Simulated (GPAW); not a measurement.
```json
{"subject": "Quasiparticle gap of CdF2 (Fm-3m) in GPAW", "lattice_ang": [[0.0, 2.694, 2.694], [2.694, -0.0, 2.694], [2.694, 2.694, -0.0]], "atoms": [["Cd", 0.0, 0.0, 0.0], ["F", 0.25, 0.25, 0.25], ["F", 0.75, 0.75, 0.75]], "method": "DFT, PBE, plane waves, PAW (and 1 further level or step)", "program": "GPAW 26.7.0", "settings_of_one_run": "cutoff 600 eV, GPAW PAW setups 1.2.1 data release, 6×6×6 k-mesh, nbands 215", "cost": "4 runs, 3 min in all on 8 MPI ranks of Arm Neoverse V2, shared host (the runs of this entry)", "notes": "The cell and positions come from the Crystallography Open Database and are kept as given unless a step says otherwise. Limits: no spin-orbit coupling. Bands and cutoff are finite, so the gap is not at the basis limit. The miss can reach some tenths of an eV and take either sign; the mesh is an error of its own.", "results": {"pbe_gap": "3.07 eV, indirect", "g0w0_gap_on_the_mesh": "5.47 eV", "gw_settings": "6×6×6 mesh, 205 bands, screening to 175 eV, Godby-Needs plasmon pole", "known_limits": "not at the basis limit; d shell near the gap, gap tends to lie low; no spin-orbit coupling"}}
```

[Paths, hosts, dates, memory and timing lines, banners, echoed tables and standing remarks are left out of the program output.]

[Logs are printed without paths, hosts, clocks, repeated set-up lines and the standing remarks that a program may print on its own settings, such as how far it seeks lower states.]

[Runs of the session that timed out or met a known fault of the program may be left out.]

[Hosts, paths, dates, database ids (printed as entryN), source tags and the programs' standing remarks are cut or masked in the printed files.]
